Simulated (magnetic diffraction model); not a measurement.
# Magnetic neutron pattern of ErLu4Sc3

Space group Pnma (no. 62), a = 7.8580 Å, b = 8.9140 Å, c = 11.3630 Å.

```csv
site,atom,x,y,z
8d,Lu,0.3206,0.5710,0.5621
4c,Lu,0.8568,1/4,0.2174
4c,Lu,0.5269,1/4,0.9913
4c,Er,0.6919,1/4,0.7112
8d,Sc,0.4362,0.4969,0.8226
4c,Sc,0.8996,1/4,0.9582
```

The compound is invented for this exercise: a known structure type with other elements, its cell scaled to their sizes and not relaxed.

Only Er is taken to order (form factors of Er3+); orders and moment sizes are assumed, and not adapted to the symmetry. Radiation: neutrons of λ = 2.0775 Å, 3° to 40°; isotropic B of 0.42 Å² (Lu), 0.46 Å² (Er) and 0.67 Å² (Sc). The intensities are simulated: I ∝ L Σ (|F_N|² + |F_M⊥|²) for unpolarised neutrons, with F_M = 2.695 fm/μB × Σ f(s) S exp(2πi Q·r) exp(−B s²) at Q = H ± k (one set where k and −k are equivalent), only the part normal to Q counting and L = 1/(sin²θ cos θ). For a modulated order the moment at position r is S exp(−2πi k·r) + c.c., with S = m/2 for a sine wave of amplitude m and S = m(u + iv)/2 for moments turning in a plane, u and v being orthogonal unit vectors in it; the phase factor of the sum at Q = H + k is then exp(2πi H·r). Form factors are spin-only for 3d ions and dipole or tabulated for f ions, scattering lengths are Sears's of 1992, and absorption is left out. A label names one of the reflections at its angle. The strongest nuclear line in the range is 100, and lines under 0.2 are left out.

Assume the order k = (1/6 0 0), moments turning in the plane of [100] and [010], 5.4 μB on Er; signs + at (0.6919, 1/4, 0.7112), − at (0.3081, 3/4, 0.2888), + at (0.8081, 3/4, 0.2112), − at (0.1919, 1/4, 0.7888).

Q: Where does magnetic intensity appear, and how strong is it?

| 2θ (°) | index | nuclear | magnetic |
| --- | --- | --- | --- |
| 12.65 | (5/6 0 0) | 0.0 | 42.1 |
| 16.46 | (5/6 0 1) | 0.0 | 9.6 |
| 17.04 | (0 1 1) | 4.8 | 0.0 |
| 17.22 | (1/6 1 1) | 0.0 | 8.2 |
| 17.74 | (7/6 0 0) | 0.0 | 21.1 |
| 18.45 | (5/6 1 0) | 0.0 | 5.7 |
| 20.66 | (7/6 0 1) | 0.0 | 5.4 |
| 21.22 | (1/6 0 2) | 0.0 | 14.6 |
| 21.27 | (5/6 1 1) | 0.0 | 68.2 |
| 22.29 | (7/6 1 0) | 0.0 | 3.9 |
| 22.90 | (1 1 1) | 6.2 | 0.0 |
| 24.65 | (5/6 0 2) | 0.0 | 28.9 |
| 24.69 | (7/6 1 1) | 0.0 | 47.5 |
| 27.68 | (7/6 0 2) | 0.0 | 20.7 |
| 28.15 | (5/6 1 2) | 0.0 | 5.8 |
| 29.42 | (1 1 2) | 1.6 | 0.0 |
| 29.88 | (5/6 2 0) | 0.0 | 14.2 |
| 30.02 | (11/6 0 1) | 0.0 | 0.5 |
| 30.66 | (2 0 0) | 20.0 | 0.0 |
| 30.86 | (7/6 1 2) | 0.0 | 4.5 |
| 31.75 | (5/6 2 1) | 0.0 | 3.8 |
| 32.46 | (7/6 2 0) | 0.0 | 11.9 |
| 32.49 | (2 0 1) | 35.9 | 0.0 |
| 32.89 | (1 2 1) | 61.8 | 0.0 |
| 33.00 | (11/6 1 1) | 0.0 | 0.9 |
| 33.59 | (2 1 0) | 12.1 | 0.0 |
| 34.20 | (7/6 2 1) | 0.0 | 3.2 |
| 34.38 | (5/6 0 3) | 0.0 | 1.6 |
| 34.46 | (0 2 2) | 43.1 | 0.0 |
| 34.56 | (1/6 2 2) | 0.0 | 7.2 |
| 34.67 | (0 1 3) | 4.4 | 0.0 |
| 34.77 | (1/6 1 3) | 0.0 | 19.4 |
| 34.99 | (13/6 0 1) | 0.0 | 0.3 |
| 35.28 | (2 1 1) | 0.4 | 0.0 |
| 35.34 | (11/6 0 2) | 0.0 | 1.9 |
| 35.45 | (1 0 3) | 100.0 | 0.0 |
| 36.68 | (7/6 0 3) | 0.0 | 1.3 |
| 36.85 | (5/6 2 2) | 0.0 | 18.9 |
| 37.05 | (5/6 1 3) | 0.0 | 17.3 |
| 37.62 | (13/6 1 1) | 0.0 | 0.7 |
| 37.95 | (11/6 1 2) | 0.0 | 2.5 |
| 38.05 | (1 1 3) | 15.1 | 0.0 |
| 39.02 | (7/6 2 2) | 0.0 | 16.2 |
| 39.21 | (7/6 1 3) | 0.0 | 14.6 |
| 39.73 | (13/6 0 2) | 0.0 | 1.4 |
| 39.99 | (2 1 2) | 1.9 | 0.0 |

The strongest magnetic line in the range is (5/6 1 1) at 21.27° (68.2). On top of the Lorentz factor, which all lines share, magnetic lines fade with angle because f falls: for Er3+ it is 0.96, 0.86, 0.73 and 0.47 at sin θ/λ = 0.1, 0.2, 0.3 and 0.5 Å⁻¹, while nuclear lengths stay constant. The order has no net moment.

[Logs are printed without paths, hosts, clocks, repeated set-up lines and the standing remarks that a program may print on its own settings, such as how far it seeks lower states.]
